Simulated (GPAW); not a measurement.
# STM contrast on C/Mo(110)

Aim: Tersoff-Hamann images of C/Mo(110) at several biases.

Calculated with GPAW 26.7.0; GPAW, PAW setups; slab in vacuum, relaxation, in the first sound run; inputs show where later runs differ.

**1. Starting point**

The cell holds 5 atoms: 4 Mo and 1 C. Its edges and angles: a = 2.728 Å, b = 2.728 Å, c = 22.358 Å, α = 90.0°, β = 90.0°, γ = 70.5°. Vacuum lies along c.

**2. Relaxation**

Forces are removed first; all later runs use this geometry. The lowest 2 atoms are held at bulk positions and keep their forces.

Contents of run.py:

```python
import json
import numpy as np
from ase import Atoms
from ase.constraints import FixAtoms
from ase.optimize import BFGS
from gpaw import GPAW, PW

slab = Atoms(
    ['Mo', 'Mo', 'Mo', 'Mo', 'C'],
    positions=[
        [0.00000, 0.00000, 7.00000],
        [2.22739, -0.00000, 9.22739],
        [0.00000, 0.00000, 11.45477],
        [2.22739, -0.00000, 13.68216],
        [0.00000, 0.00000, 15.35828]],
    cell=[[2.22739, -1.575, 0.0], [2.22739, 1.575, 0.0], [0.0, 0.0, 22.35828]],
    pbc=[True, True, False])

slab.calc = GPAW(mode=PW(500), xc='PBE', kpts={'size': (12, 12, 1), 'gamma': True},
                 occupations={'name': 'fermi-dirac', 'width': 0.1}, nbands='160%',
                 convergence={'density': 1e-05}, maxiter=200,
                 poissonsolver={'dipolelayer': 'xy'},
                 symmetry={'tolerance': 1e-3, 'extra_ids': [1, 1, 0, 0, 0]}, txt='slab.txt')
result = {}
slab.set_constraint(FixAtoms([0, 1]))
path = []
opt = BFGS(slab, maxstep=0.2)
opt.attach(lambda: path.append((slab.get_potential_energy(), slab.positions.tolist(), slab.get_forces().tolist())))
result['relaxed'] = bool(opt.run(fmax=0.03, steps=40))
result['path'] = path
energy = slab.get_potential_energy()
fermi = slab.calc.get_fermi_level()
v = slab.calc.get_electrostatic_potential().mean((0, 1)) - fermi
n = slab.calc.get_pseudo_density().mean((0, 1))
L = slab.cell[2, 2]
z = np.arange(len(v)) * L / len(v)
low, high = slab.positions[:, 2].min(), slab.positions[:, 2].max()
below, above = np.interp([low - 4.8, high + 4.8], z, v)
slopes = [np.interp(x, z, np.gradient(v, z)) for x in (low - 4.8, high + 4.8)]
eps = np.array([[slab.calc.get_eigenvalues(k, s) for k in range(len(slab.calc.get_ibz_k_points()))]
                for s in range(slab.calc.get_number_of_spins())]) - fermi
top, bottom = eps[eps < 0].max(), eps[eps > 0].min()
dipole = slab.get_dipole_moment()[2]
print(f'energy {energy:.4f} eV, Fermi level {fermi:.4f} eV, dipole {dipole:.5f} e A')
print(f'potential 4.8 A off the faces, from the Fermi level: lower {below:.4f} eV, upper {above:.4f} eV')
print(f'slope of the potential there: lower {slopes[0]:.5f}, upper {slopes[1]:.5f} eV/A')
print(f'nearest levels on the mesh: {top:.4f} and {bottom:.4f} eV')
print('magnetic moment', round(slab.get_magnetic_moment(), 3))
result.update(energy=energy, fermi=fermi, dipole=dipole, below=below, above=above, slopes=slopes, edges=[top, bottom],
              z=z.tolist(), v=v.tolist(), n=n.tolist(), positions=slab.positions.tolist(),
              forces=slab.get_forces(apply_constraint=False).tolist(), moments=slab.get_magnetic_moments().tolist())
json.dump(result, open('result.json', 'w'))
```

On the command line:

```bash
$ OMP_NUM_THREADS=1 OPENBLAS_NUM_THREADS=1 python run.py
```

What it wrote:

```text
Step          Energy          fmax
BFGS:    0      -49.161035        2.872894
BFGS:    1      -49.386890        2.759646
BFGS:    2      -50.090647        0.855841
BFGS:    3      -50.107350        0.749120
BFGS:    4      -50.118125        0.315125
BFGS:    5      -50.122287        0.284931
BFGS:    6      -50.133218        0.231035
BFGS:    7      -50.134972        0.255320
BFGS:    8      -50.139663        0.295360
BFGS:    9      -50.143902        0.273109
BFGS:   10      -50.153698        0.197872
BFGS:   11      -50.156125        0.097587
BFGS:   12      -50.156599        0.012923
energy -50.0989 eV, Fermi level 2.7029 eV, dipole -0.07010 e A
potential 4.8 A off the faces, from the Fermi level: lower 4.5875 eV, upper 6.3987 eV
slope of the potential there: lower -0.00154, upper 0.00011 eV/A
nearest levels on the mesh: -0.0559 and 0.0105 eV
magnetic moment 0.0
```

It took 55 min on 1 thread of Arm Neoverse V1, shared host; peak memory 0.35 GiB.

Relaxation path:

```csv
step,energy less that of the first step (eV),largest force (eV/Å)
1,0.0000,2.8729
2,-0.2248,2.7596
3,-0.9228,0.8558
4,-0.9412,0.7491
5,-0.9512,0.3151
6,-0.9553,0.2849
7,-0.9665,0.2310
8,-0.9685,0.2553
9,-0.9739,0.2954
10,-0.9786,0.2731
11,-0.9894,0.1979
12,-0.9918,0.0976
13,-0.9921,0.0129
```

The atoms that moved most (Å):

```csv
atom,dx,dy,dz,length
C5,0.000,0.000,-0.441,0.441
Mo4,0.000,0.000,0.108,0.108
Mo3,0.000,0.000,-0.010,0.010
```

Final coordinates:

```xyz
5
Lattice="2.2274 -1.5750 0.0000 2.2274 1.5750 0.0000 0.0000 0.0000 22.3583" Properties=species:S:1:pos:R:3
Mo    0.0000    0.0000    7.0000
Mo    2.2274    0.0000    9.2274
Mo    0.0000    0.0000   11.4450
Mo    2.2274    0.0000   13.7901
C     0.0000    0.0000   14.9175
```

Numbers from this step:

```yaml
dipole_along_the_normal: -0.07010 e·Å
levels_nearest_the_fermi_level_on_the_mesh: -0.05593, 0.01047 eV from the Fermi level
upper_work_function: 6.399 eV
lower_work_function: 4.588 eV
```

The electrostatic potential energy of an electron (without an applied field's), less the Fermi level, planar mean oscillates, so the rows of the table below give means over windows of 1 Å about each position, cut where the curve ends. Its maxima inside the range that stand out by 2 % of the span (Å: eV): 8.1: -2.04, 10.3: -2.15, 12.6: -1.36, 14.5: -12.0. Its minima: 7.0: -28.1, 9.2: -28.6, 11.5: -28.4, 13.8: -28.7, 14.8: -13.9.

Electrostatic potential energy of an electron (without an applied field's), less the Fermi level, planar mean against z; means over each step:

```csv
z (Å),"electrostatic potential energy of an electron (without an applied field's), less the Fermi level, planar mean (eV)"
0,4.93
1,4.59
2,4.59
3,4.58
4,4.52
5,3.89
6,-2.58
7,-22.3
8,-5.04
9,-20.9
10,-8.26
11,-16.1
12,-13.2
13,-7.70
14,-22.3
15,-8.87
16,4.90
17,6.34
18,6.40
19,6.40
20,6.40
21,6.40
22,6.27
```

Pseudo valence density, planar mean against z:

```csv
z (Å),"pseudo valence density, planar mean (e/Å³)"
3.0,1.5e-4
3.5,5.0e-4
4.0,0.00166
4.5,0.00539
5.0,0.0172
5.5,0.0540
6.0,0.185
6.5,0.754
7.0,1.92
7.5,0.781
8.0,0.333
8.5,0.466
9.0,1.53
9.5,1.40
10.0,0.436
10.5,0.354
11.0,0.892
11.5,1.89
12.0,0.676
12.5,0.288
13.0,0.388
13.5,1.36
14.0,1.68
14.5,0.751
15.0,0.544
15.5,0.261
16.0,0.0601
16.5,0.0118
17.0,0.00220
17.5,4.1e-4
18.0,8.1e-5
```

The relaxation lowered the energy of the cell by 0.992 eV (energies extrapolated to zero smearing; the optimiser's log prints free energies). The largest force left on a free atom is 0.013 eV/Å.

**3. The slab's potential**

The work function is the vacuum plateau of the electrostatic potential less the Fermi level; a dipole layer lets the two faces have plateaus of their own.

This step: GPAW, PAW setups; slab in vacuum (GPAW 26.7.0).

Edit run.py of step 2 so:

```diff
@@ -3,4 +3,3 @@
 from ase import Atoms
-from ase.constraints import FixAtoms
-from ase.optimize import BFGS
+from ase.dft.stm import STM
 from gpaw import GPAW, PW
@@ -12,5 +11,5 @@
         [2.22739, -0.00000, 9.22739],
-        [0.00000, 0.00000, 11.45477],
-        [2.22739, -0.00000, 13.68216],
-        [0.00000, 0.00000, 15.35828]],
+        [0.00000, 0.00000, 11.44503],
+        [2.22739, -0.00000, 13.79014],
+        [0.00000, -0.00000, 14.91751]],
     cell=[[2.22739, -1.575, 0.0], [2.22739, 1.575, 0.0], [0.0, 0.0, 22.35828]],
@@ -22,10 +21,4 @@
                  poissonsolver={'dipolelayer': 'xy'},
-                 symmetry={'tolerance': 1e-3, 'extra_ids': [1, 1, 0, 0, 0]}, txt='slab.txt')
+                 symmetry={'tolerance': 1e-3}, txt='slab.txt')
 result = {}
-slab.set_constraint(FixAtoms([0, 1]))
-path = []
-opt = BFGS(slab, maxstep=0.2)
-opt.attach(lambda: path.append((slab.get_potential_energy(), slab.positions.tolist(), slab.get_forces().tolist())))
-result['relaxed'] = bool(opt.run(fmax=0.03, steps=40))
-result['path'] = path
 energy = slab.get_potential_energy()
@@ -51,2 +44,16 @@
               forces=slab.get_forces(apply_constraint=False).tolist(), moments=slab.get_magnetic_moments().tolist())
+
+# Images need the states of the whole zone, up to time reversal
+slab.calc = slab.calc.fixed_density(symmetry={'point_group': False}, txt='states.txt', nbands='250%',
+                                    convergence={'bands': 'CBM+1.8'})
+stm = STM(slab)
+result['stm'] = []
+for bias in [-2.0, -1.0, 1.5]:
+    height = high + 4.0
+    current = stm.get_averaged_current(bias, height)
+    x, y, h = stm.scan(bias, current)
+    i, f = divmod(height / L * stm.ldos.shape[2], 1)
+    I = abs((1 - f) * stm.ldos[:, :, int(i)] + f * stm.ldos[:, :, int(i) + 1])
+    print(f'bias {bias} V: mean current at 4.0 A {current:.4e}, corrugation {np.ptp(h):.4f} A')
+    result['stm'].append(dict(bias=bias, current=current, h=(h - high).tolist(), I=I.tolist()))
 json.dump(result, open('result.json', 'w'))
```

What it wrote:

```text
energy -50.0989 eV, Fermi level 2.7029 eV, dipole -0.07009 e A
potential 4.8 A off the faces, from the Fermi level: lower 4.5875 eV, upper 6.3987 eV
slope of the potential there: lower -0.00155, upper 0.00011 eV/A
nearest levels on the mesh: -0.0560 and 0.0105 eV
magnetic moment 0.0
bias -2.0 V: mean current at 4.0 A 1.2966e-06, corrugation 0.2117 A
bias -1.0 V: mean current at 4.0 A 1.1331e-06, corrugation 0.2398 A
bias 1.5 V: mean current at 4.0 A 1.1831e-06, corrugation 0.1067 A
```

The job ended after 11 min (1 thread; peak memory 0.82 GiB).

This step gave:

| Quantity | Value |
| --- | --- |
| dipole along the normal | -0.07009 e·Å |
| levels nearest the Fermi level on the mesh | -0.05599, 0.01050 eV from the Fermi level |
| corrugation -2 | 0.2117 Å |
| corrugation -1 | 0.2398 Å |
| corrugation 1.5 | 0.1067 Å |

Electrostatic potential energy of an electron (without an applied field's), less the Fermi level, planar mean against z:

z (Å), electrostatic potential energy of an electron (without an applied field's), less the Fermi level, planar mean (eV) and a bar from the least value:
```
      0.0        5.5 #############################
      0.5        4.6 ############################
      1.0        4.6 ############################
      1.5        4.6 ############################
      2.0        4.6 ############################
      2.5        4.6 ############################
      3.0        4.6 ############################
      3.5        4.6 ############################
      4.0        4.5 ############################
      4.5        4.4 ############################
      5.0        4.0 ############################
      5.5        2.8 ###########################
      6.0       -1.2 #######################
      6.5      -13.5 #############
      7.0      -28.0 
      7.5      -13.6 #############
      8.0       -2.4 ######################
      8.5       -6.7 ###################
      9.0      -24.4 ###
      9.5      -22.8 #####
     10.0       -5.7 ###################
     10.5       -3.0 ######################
     11.0      -15.9 ###########
     11.5      -28.0 
     12.0      -11.7 ##############
     12.5       -1.7 #######################
     13.0       -5.3 ####################
     13.5      -22.3 #####
     14.0      -25.5 ##
     14.5      -12.3 ##############
     15.0      -12.3 ##############
     15.5        1.4 ##########################
     16.0        5.4 #############################
     16.5        6.2 ##############################
     17.0        6.4 ##############################
     17.5        6.4 ##############################
     18.0        6.4 ##############################
     18.5        6.4 ##############################
     19.0        6.4 ##############################
     19.5        6.4 ##############################
     20.0        6.4 ##############################
     20.5        6.4 ##############################
     21.0        6.4 ##############################
     21.5        6.4 ##############################
     22.0        6.3 ##############################
```

The pseudo valence density, planar mean oscillates, so the rows of the table below give means over windows of 2.24 Å about each position, cut where the curve ends. Its maxima inside the range that stand out by 2 % of the span (Å: e/Å³): 7.1: 1.93, 9.3: 1.91, 11.4: 1.93, 13.8: 2.03. Its minima: 8.2: 0.326, 10.2: 0.331, 12.7: 0.276.

Pseudo valence density, planar mean against z; means over each step:

```csv
z (Å),"pseudo valence density, planar mean (e/Å³)"
1.12,4.2e-6
3.36,9.7e-4
5.60,0.228
7.84,0.900
10.08,0.905
12.32,0.829
14.56,0.930
16.80,0.0235
19.04,1.4e-5
```

Tip height over the top atom over a1 and a2. Sample bias -2 V, constant current at the mean current 4.0 Å over the top atom.

Values in Å, 15 rows by 15 columns:
```
4.08 4.08 4.07 4.05 4.03 4.01 4.00 3.99 3.99 4.00 4.01 4.03 4.05 4.07 4.08
4.07 4.07 4.06 4.05 4.03 4.01 3.99 3.98 3.98 3.98 4.00 4.02 4.04 4.06 4.07
4.05 4.05 4.05 4.04 4.02 4.00 3.98 3.96 3.96 3.97 3.98 4.00 4.02 4.04 4.05
4.03 4.03 4.03 4.02 4.00 3.97 3.95 3.94 3.94 3.95 3.96 3.98 4.00 4.02 4.03
4.01 4.01 4.01 4.00 3.97 3.93 3.90 3.90 3.92 3.93 3.95 3.96 3.98 4.00 4.01
4.00 4.00 3.99 3.98 3.95 3.90 3.89 3.88 3.90 3.92 3.93 3.95 3.97 3.98 4.00
4.00 3.99 3.98 3.96 3.94 3.90 3.88 3.88 3.88 3.90 3.92 3.94 3.96 3.98 3.99
4.00 3.99 3.98 3.96 3.94 3.92 3.90 3.88 3.88 3.88 3.90 3.94 3.96 3.98 3.99
4.00 4.00 3.98 3.97 3.95 3.93 3.92 3.90 3.88 3.89 3.90 3.95 3.98 3.99 4.00
4.01 4.01 4.00 3.98 3.96 3.95 3.93 3.92 3.90 3.90 3.93 3.97 4.00 4.01 4.01
4.03 4.03 4.02 4.00 3.98 3.96 3.95 3.94 3.94 3.95 3.97 4.00 4.02 4.03 4.03
4.05 4.05 4.04 4.02 4.00 3.98 3.97 3.96 3.96 3.98 4.00 4.02 4.04 4.05 4.05
4.07 4.07 4.06 4.04 4.02 4.00 3.98 3.98 3.98 3.99 4.01 4.03 4.05 4.06 4.07
4.08 4.08 4.07 4.05 4.03 4.01 4.00 3.99 3.99 4.00 4.01 4.03 4.05 4.07 4.08
4.09 4.08 4.07 4.05 4.03 4.01 4.00 4.00 4.00 4.00 4.01 4.03 4.05 4.07 4.08
```
Columns: a1 from 0 to 0.933; rows upwards: a2 from 0 to 0.933.

Local density of states summed over the bias window over a1 and a2. Sample bias -2 V, constant height 4.0 Å over the top atom.

Values in units of 1e-6 arbitrary, 15 rows by 15 columns:
```
1.7 1.7 1.6 1.5 1.4 1.4 1.3 1.3 1.3 1.3 1.3 1.4 1.5 1.6 1.7
1.7 1.6 1.6 1.5 1.4 1.3 1.3 1.2 1.2 1.2 1.3 1.4 1.5 1.6 1.6
1.5 1.5 1.5 1.5 1.4 1.3 1.2 1.2 1.2 1.2 1.2 1.3 1.4 1.5 1.5
1.4 1.4 1.4 1.4 1.3 1.2 1.1 1.1 1.1 1.1 1.2 1.2 1.3 1.4 1.4
1.4 1.4 1.3 1.3 1.2 1.1 1.0 1.0 1.0 1.1 1.1 1.2 1.2 1.3 1.3
1.3 1.3 1.3 1.2 1.1 1.0 1.0 1.0 1.0 1.0 1.1 1.1 1.2 1.2 1.3
1.3 1.3 1.2 1.2 1.1 1.0 1.0 0.9 0.9 1.0 1.0 1.1 1.2 1.2 1.3
1.3 1.3 1.2 1.2 1.1 1.0 1.0 0.9 0.9 1.0 1.0 1.1 1.2 1.2 1.3
1.3 1.3 1.2 1.2 1.1 1.1 1.0 1.0 1.0 1.0 1.0 1.1 1.2 1.3 1.3
1.4 1.3 1.3 1.2 1.2 1.1 1.1 1.0 1.0 1.0 1.1 1.2 1.3 1.3 1.4
1.4 1.4 1.4 1.3 1.2 1.2 1.1 1.1 1.1 1.1 1.2 1.3 1.4 1.4 1.4
1.5 1.5 1.5 1.4 1.3 1.2 1.2 1.2 1.2 1.2 1.3 1.4 1.5 1.5 1.5
1.7 1.6 1.6 1.5 1.4 1.3 1.2 1.2 1.2 1.3 1.3 1.4 1.5 1.6 1.6
1.7 1.7 1.6 1.5 1.4 1.3 1.3 1.3 1.3 1.3 1.4 1.4 1.5 1.6 1.7
1.8 1.7 1.7 1.5 1.4 1.4 1.3 1.3 1.3 1.3 1.4 1.4 1.5 1.7 1.7
```
Columns: a1 from 0 to 0.933; rows upwards: a2 from 0 to 0.933.

Tip height over the top atom over a1 and a2. Sample bias -1 V, constant current at the mean current 4.0 Å over the top atom.

Ten even steps from '_' (3.86 Å) to '@' (4.10 Å):
```
@@@@%%%%##****++++++**##%%@@@@
@@%%%%####**++++++++****##%%@@
%%%%####**++========++**####%%
######**++==--::----==++****##
******++==::......::--==++****
****++==--..______..::--==++++
++++++==::..________..--==++++
++++++==--..________..::==++++
**++++==--::..______..--==++**
******++==--::......::==++****
####****++==----::--==++**####
%%%%####**++========++**####%%
@@@@%%##****++++++++**####%%%%
@@@@@@%%##**++++++****##%%%%@@
@@@@@@%%##****++++****##%%@@@@
```
Columns: a1 from 0 to 0.933; rows upwards: a2 from 0 to 0.933.

(Continued in part 2 of 2.)

[Logs are printed without paths, hosts, clocks, repeated set-up lines and the standing remarks that a program may print on its own settings, such as how far it seeks lower states.]

[Hosts, paths, dates, database ids (printed as entryN), source tags and the programs' standing remarks are cut or masked in the printed files.]
